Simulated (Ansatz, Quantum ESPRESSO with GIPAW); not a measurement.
# KB3H8: working out the 11B quadrupolar coupling

A plane-wave PAW calculation (PBE, Ansatz) gives this electric field gradient, in 10²¹ V/m² and Cartesian axes, at one B site of KB3H8 (atom 5; BH3B2; site symmetry 1):

```
     -0.2371        0.2441       -0.8488
      0.2441       -0.0448       -0.2696
     -0.8488       -0.2696        0.2819
```

11B has spin 3/2, Q = 0.04059 barn and |γ|/2π = 13.6630 MHz/T. The cell is the P2_1/m form of a database entry, atoms relaxed, static and at 0 K. 

**Task.** Find C_Q, η_Q and ν_Q, and the shift and width of the central transition under fast MAS at 14.1 T and 16.4 T.

1. The tensor is symmetric and traceless. Its eigenvalues, ordered by size, are V_xx = -0.1648, V_yy = -0.8669 and V_zz = 1.0317.

2. η_Q = (V_xx − V_yy)/V_zz = 0.680.

3. C_Q = eQV_zz/h. One unit of 10²¹ V/m² with one barn gives 24.18 MHz, so C_Q = 24.18 × 0.04059 × 1.0317 = 1.013 MHz. A spectrum shows its size, not its sign.

4. ν_Q = 3C_Q/[2I(2I−1)] = 0.506 MHz in size, and P_Q = |C_Q|√(1 + η²/3) = 1.088 MHz.

5. The resonances lie at ν0 = 192.65 and 224.07 MHz, so ν_Q/ν0 is 0.003 at most and second order holds. The centre of gravity moves by δ_Q = −(3/40)(P_Q/ν0)² F × 10⁶ ppm, with F = [I(I+1) − 3/4]/[I²(2I−1)²] = 0.3333: -0.797 ppm at 14.1 T and -0.589 ppm at 16.4 T.

6. Summing the second-order term over orientations gives a full width of 1.83 ppm (0.35 kHz) and 1.36 ppm (0.30 kHz). In ppm both fall as 1/B²: (14.1/16.4)² = 0.739. The spinning rate must pass the static width for this shape to show cleanly.

[Banner, clock, file and message-heading lines were taken out of the pw.x and gipaw.x logs.]

[Logs are printed without paths, hosts, clocks, repeated set-up lines and the standing remarks that a program may print on its own settings, such as how far it seeks lower states.]

[Hosts, paths, dates, database ids (printed as entryN), source tags and the programs' standing remarks are cut or masked in the printed files.]
